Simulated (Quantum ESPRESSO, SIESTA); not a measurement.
**Zincblende InAs from compression to expansion (PBEsol)**

What equilibrium volume and bulk modulus does PBEsol give for zincblende InAs, and do programs with other bases and potentials agree?

Values are calculated unless marked as measured.

## (1) Set-up

The cell holds 2 atoms (1 In and 1 As). It starts from typed lattice constants, and its volume is changed by -8 to +8 %. Symmetry fixes shape and atoms, so all levels solve the scaled cells as they are.

## (2) One input

Quantum ESPRESSO 7.5: Kohn-Sham DFT, PBEsol, GBRV 1.5 ultrasoft pseudopotentials, plane waves. Its pw.in for the cell at -4 %:

```
&control
  calculation = 'scf'
  pseudo_dir = './pseudo'
  outdir = './tmp'
  disk_io = 'none'
  tprnfor = .true.
  tstress = .true.
/
&system
  ibrav = 0
  nat = 2
  ntyp = 2
  ecutwfc = 45
  ecutrho = 270
  occupations = 'smearing'
  smearing = 'fd'
  degauss = 0.000735
/
&electrons
  conv_thr = 1.0e-08
  electron_maxstep = 100
  mixing_beta = 0.7
  mixing_mode = 'plain'
  diagonalization = 'david'
/
ATOMIC_SPECIES
In 114.818 In.upf
As 74.922 As.upf
CELL_PARAMETERS angstrom
0.00000 3.05317 3.05317
3.05317 0.00000 3.05317
3.05317 3.05317 0.00000
ATOMIC_POSITIONS crystal
In 0.00000 0.00000 0.00000
As 0.25000 0.25000 0.25000
K_POINTS automatic
6 6 6 0 0 0
```

Run time: 11 s. Hardware: 2 MPI ranks of Arm Neoverse N1, shared host; peak memory 0.2 GiB; 23 s of CPU time.

## (3) The levels

| level | basis or training data | k-meshes | runs finished | CPU time | peak memory (GiB) |
| --- | --- | --- | --- | --- | --- |
| QE, PBEsol (reference) | plane waves, GBRV 1.5 ultrasoft, 45/270 Ry | 6×6×6 | 9 of 9 | 3.5 min | 0.22 |
| SIESTA DZP, PBEsol | DZP orbitals, shift 0.01 Ry, mesh 400 Ry | 6×6×6 | 9 of 9 | 5.4 min | 0.44 |

CPU times are sums over a level's finished runs on a shared host, and rough.

## (4) Energy and pressure

Energy over each level's lowest row (meV an atom), then pressure (GPa):

```csv
volume change (%),volume (Å³/atom),"E, QE, PBEsol","E, SIESTA DZP, PBEsol","P, QE, PBEsol","P, SIESTA DZP, PBEsol"
-8,27.275,6.71,8.72,1.70,2.41
-6,27.868,1.08,2.16,0.36,1.16
-4,28.461,0.00,0.00,-0.82,0.05
-2,29.054,3.38,1.62,-1.88,-0.89
+0,29.647,10.38,6.41,-2.81,-1.71
+2,30.240,20.52,14.20,-3.63,-2.44
+4,30.833,33.80,24.51,-4.36,-3.09
+6,31.426,49.42,37.01,-5.00,-3.67
+8,32.019,67.38,51.70,-5.56,-4.23
```

## (5) Fits

Third-order Birch–Murnaghan fits: the energy is a cubic in V^(−2/3), fitted to the energies of the rows that share one k-mesh, or through its derivative to the printed pressures. A tick marks the fit quoted below: that to energies where it misses by under 0.12 meV an atom, else that to pressures.

| level | fitted to | V0 (Å³/atom) | a (Å) | B0 (GPa) | B′ | r.m.s. miss |
| --- | --- | --- | --- | --- | --- | --- |
| QE, PBEsol | energies, 9 rows ✓ | 28.288 | 6.094 | 56.2 | 4.96 | 0.05 meV/atom |
| QE, PBEsol | pressures, 9 rows | 28.040 | 6.076 | 57.6 | 4.79 | 0.00 GPa |
| SIESTA DZP, PBEsol | energies, 9 rows ✓ | 28.501 | 6.109 | 48.3 | 5.09 | 0.04 meV/atom |
| SIESTA DZP, PBEsol | pressures, 9 rows | 28.509 | 6.110 | 48.4 | 5.03 | 0.02 GPa |

## (6) Findings

From its energies, the reference gives V0 = 28.288 Å³ an atom (a = 6.094 Å), B0 = 56 GPa and B′ = 5.0. SIESTA DZP, PBEsol (energies) lies +0.75 % from it in volume and -14.1 % in bulk modulus. Pressures and energies put V0 over 0.3 % apart for QE, PBEsol (-0.9 %), so stress and energy aren't fully consistent there.

Caveats: The nuclei are static, without zero-point or thermal motion. Spin–orbit coupling is left out. SIESTA's automatically made basis is far from complete, and its potentials were converted by us (checked for H, C, O, Si, Ge and Ca alone). The DFT runs use Fermi–Dirac occupations of width 0.01 eV, and energies are free energies.

[Logs are printed without paths, hosts, clocks, repeated set-up lines and the standing remarks that a program may print on its own settings, such as how far it seeks lower states.]

[Hosts, paths, dates, database ids (printed as entryN), source tags and the programs' standing remarks are cut or masked in the printed files.]
